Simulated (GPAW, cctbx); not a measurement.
# How far are the atoms of CuSb2 from free atoms?

Question: by how much does bonding change the X-ray structure factors of CuSb2, and what does a routine refinement make of it?

The start was made by putting kin elements into a known structure type; the compound need not exist, or be stable, in this form. All numbers below are calculated.

## Step 1: Relax the structure

The density hangs on the geometry, so cell and atoms are relaxed first, with the symmetry held. The cutoff is set higher than for the density because stress converges slowly with plane waves.

Settings: GPAW 26.7.0, PBE, 570 eV, 5×5×5 k-points, Fermi–Dirac width 0.1 eV, BFGS to 0.03 eV/Å.

```text
cell
1.0
     0.000000000    3.292000000    3.292000000
     3.292000000    0.000000000    3.292000000
     3.292000000    3.292000000    0.000000000
Sb Cu
2 1
Direct
0.750000000 0.750000000 0.750000000
0.250000000 0.250000000 0.250000000
0.000000000 0.000000000 0.000000000
```

```console
$ OMP_NUM_THREADS=1 mpirun -n 4 gpaw python run.py > gpaw.log
```

```text
BFGS:    0      -12.077142        0.079726
BFGS:    1      -12.077446        0.068840
BFGS:    2      -12.078336        0.003070
cell  4.6686 4.6686 4.6686  60.00 60.00 60.00
volume 71.950 A^3, largest force 0.000 eV/A, largest stress 0.02 GPa
```

After 2 steps the volume has changed by +0.8 % and the energy by -0.001 eV; the largest stress left is 0.02 GPa. It took 15 s on 4 cores of Intel(R) Xeon(R) Platinum 8488C (Sapphire Rapids) (shared host), peak memory 0.75 GiB.

Relaxed structure: Fm-3m (no. 225), a = 6.6023 Å, b = 6.6023 Å, c = 6.6023 Å, α = 90.00°, β = 90.00°, γ = 90.00°.

| atom | mult. | x | y | z |
| --- | --- | --- | --- | --- |
| Sb1 | 8 | 1/4 | 1/4 | 3/4 |
| Cu1 | 4 | 0 | 0 | 0 |

## Step 2: The all-electron density

X-rays see the whole electron density, so the PAW density is rebuilt with its core regions. Subtracting spherical free atoms from the same code cancels the cores and leaves the deformation density Δρ, the part due to bonding.

Settings: PBE, 450 eV, 6×6×6 k-points, Fermi–Dirac width 0.1 eV; primitive cell of 3 atoms.

```console
$ OMP_NUM_THREADS=1 mpirun -n 4 gpaw python run.py > gpaw.log
```

```text
|iter:   1|       0s |  -13.159175 | +0.53 |       |
|iter:   2|       1s |  -12.326268 | -1.41 | -1.23 |
|iter:   3|       1s |  -12.048953 | -1.84 | -1.43 |
...
|iter:   8|       4s |  -11.990542c| -5.49 | -3.45 |
|iter:   9|       4s |  -11.990560c| -6.14 | -3.85 |
|iter:  10|       5s |  -11.990557c| -7.48c| -4.37c|
```

```text
grid (48, 48, 48)  electrons 131.000  moved by bonding 0.504 e
deformation density beyond 0.5 A of the nuclei: max 0.037, min -0.124 e/A^3
atom        x       y       z   Voronoi charge  moment
Sb1    0.7500  0.7500  0.7500      0.030       0.00
Sb2    0.2500  0.2500  0.2500      0.030       0.00
Cu3    0.0000  0.0000  0.0000     -0.060       0.00
mean inner potential of superposed free atoms 18.330 V
total magnetic moment 0.000 muB
```

Deformation density in a plane through the shortest contact of the Sb atom at the origin, in 0.01 e/Å³ (clipped at ±99); x from -1.6 to 4.5 Å, y from 2.4 down to -2.4 Å:

```text
 -6   .   .  -8   1   3   1  -1   .   .  -1  -2  -2  -1  -1  -1
 -1  -5  -6  -1   2   3   1  -1  -1  -1  -1   0   0   0  -1  -1
  1   1   2   3   3   2   2   1   0   1   3   2   1   0   0  -1
  1   2   3   3   2   1   1   2   2   3   3   2   1   1   1   0
  0   0   0   0  -1  -1   0   2   3   2  -1  -4  -2   0   2   1
 -1  -2  -2  -1   .  -1  -1   2   3  -1 -10   .  -6  -2   2   2
 -2  -3  -1   .   .   .   0   3   3  -3   .   .   .  -4   3   3
 -1  -2  -2  -1   .  -1  -1   2   3  -1  -6   . -10  -2   3   2
  0   0   0  -1  -1  -2  -1   1   2   1  -2  -4  -1   2   3   2
  0   1   1   0  -2  -2  -1   0   1   1   1   2   3   3   2   2
 -1   1   1   0  -1  -1  -1  -1   0   0   1   2   3   1   0   1
 -1  -1  -1   0  -1  -1  -1  -1  -1   0   0   0  -1  -1   0  -1
  .  -1  -2  -1  -1  -1  -1  -1  -1  -1  -2  -2   0   .   .  -1
```

Atoms in or within 0.15 Å of the plane: Sb (0.0, 0.0), Cu (2.9, 0.0) Å. Dots mark points within about 0.45 Å of a nucleus; large values next to them are atomic features.

Cu gains most (-0.06 e) and Sb loses most (+0.03 e), which isn't the order of electronegativity: valence and coordination count too, and Voronoi cells cut space at the midplane whatever the atoms' sizes. Such charges fall far short of formal ones, since overlapping free atoms already put density on their neighbours. Along the shortest contact from the Sb atom at the map's origin, Sb–Cu at 2.86 Å, Δρ is +0.04 e/Å³ at the midpoint: little piles up between the atoms. At the midpoints of other shortest contacts it is +0.02 (Sb–Sb, 3.30 Å) e/Å³. Point values carry grid noise of about 0.01 e/Å³. The run needed 10 iterations, 12 s.

## Step 3: From the density to structure factors

The Fourier components of Δρ, added to those of the free atoms, give the static X-ray structure factors; the Mott–Bethe relation turns them into the Fourier components V of the potential that fast electrons feel.

```text
static structure factors of the conventional cell: F in electrons, V (Mott-Bethe) in volts
   h  k  l      d  |F| table  |F| free   |F| DFT   change   |V| free  |V| DFT  change %
   1  1  1  3.8118   104.127   103.846   103.888    0.042     2.813    2.803     -0.3
   0  2  0  3.3012   250.473   250.996   251.418    0.422     7.117    7.043     -1.0
   0  2  2  2.3343   413.015   412.450   411.445   -1.005     9.680    9.767      0.9
   1  3  1  1.9907    86.614    85.954    85.091   -0.863     1.896    1.951      2.9
   2  2  2  1.9059   214.445   215.065   215.362    0.298     4.451    4.434     -0.4
   0  4  0  1.6506   361.607   360.959   360.720   -0.239     7.074    7.085      0.1
   1  3  3  1.5147    75.243    74.811    74.726   -0.086     1.505    1.508      0.2
   0  4  2  1.4763   194.410   194.648   194.994    0.346     3.379    3.367     -0.4
   2  4  2  1.3477   326.085   325.650   325.632   -0.019     5.738    5.738      0.0
   3  3  3  1.2706    66.832    66.638    66.566   -0.072     1.269    1.271      0.1
   1  5  1  1.2706    66.832    66.638    66.545   -0.093     1.269    1.272      0.2
   0  4  4  1.1671   298.917   298.759   298.807    0.047     4.887    4.886     -0.0
   1  5  3  1.1160    60.344    60.287    60.291    0.004     1.105    1.105     -0.0
   2  4  4  1.1004   168.260   168.322   168.363    0.041     2.385    2.384     -0.0
```

The largest X-ray change is -1.00 e on 022, 0.2 % of |F|. For electrons V goes as (Z − F)/g², so a change of F counts against Z − F, which is small at low angle and wherever the atoms' terms cancel: |V| of 131 moves by +2.9 % (1.90 to 1.95 V) against -1.0 % in |F|. The tabulated Hartree–Fock atoms differ from the free DFT atoms by up to 0.66 e, so the choice of reference atom matters too.

## Step 4: What a spherical-atom refinement makes of it

Routine crystallography fits spherical atoms. To see the bias, intensities are simulated from tabulated atoms plus the DFT change ΔF, so that bonding alone can misfit (4692 reflections of the full sphere, merged to the counts below, to 0.4 Å, 1.5 % proportional noise plus counting noise, assumed isotropic U as listed, Δρ smeared by the mean U) and refined with cctbx over different ranges.

| range | data | R1 | GooF | U Sb1 (true 0.0077) | U Cu1 (true 0.0095) | largest shift (Å) | Δρ max, min (e/Å³) |
| --- | --- | --- | --- | --- | --- | --- | --- |
| all data | 157 | 0.0028 | 0.97 | 0.0077 | 0.0095 | 0.0000 | 0.14, -0.21 |
| low resolution, d > 0.84 | 25 | 0.0021 | 1.09 | 0.0076 | 0.0094 | 0.0000 | 0.10, -0.10 |
| high order, d < 0.75 | 123 | 0.0031 | 0.94 | 0.0077 | 0.0095 | 0.0000 | 0.13, -0.16 |
| occupancies free, d > 0.7 | 39 | 0.0021 | 1.01 | 0.0077 | 0.0094 | 0.0000 | 0.11, -0.11 |

With all data GooF is 0.97, so at this noise the bonding hardly shows; the top residual peak, near noise level, lies 2.53 Å from Sb and 2.53 Å from Sb. No U is off by more than 3 s.u. at low resolution. Symmetry fixes every coordinate, so the shifts are zero by construction. With Sb1 held at 1 and the scale free, the other occupancies refine to Cu1 0.996(0.002), within three s.u. of full.

## Step 5: Answer

Bonding moves 0.50 e in the primitive cell of CuSb2 and changes the structure factors of the conventional cell in the table above by at most 1.00 e (022, 0.2 %), and among reflections above 2 % of the strongest by up to 1.0 % (131). The shortest bond, Sb–Cu, has Δρ = +0.04 e/Å³ at its midpoint. With all data GooF is 0.97, so at this noise the bonding hardly shows. Limits: static density, frozen cores, no spin–orbit coupling.

[Outputs are excerpts: Python notices, other lines and further rows are left out; steps that failed or that the build refused (PBEsol, TPSS) are not shown.]

[Logs are printed without paths, hosts, clocks, repeated set-up lines and the standing remarks that a program may print on its own settings, such as how far it seeks lower states.]
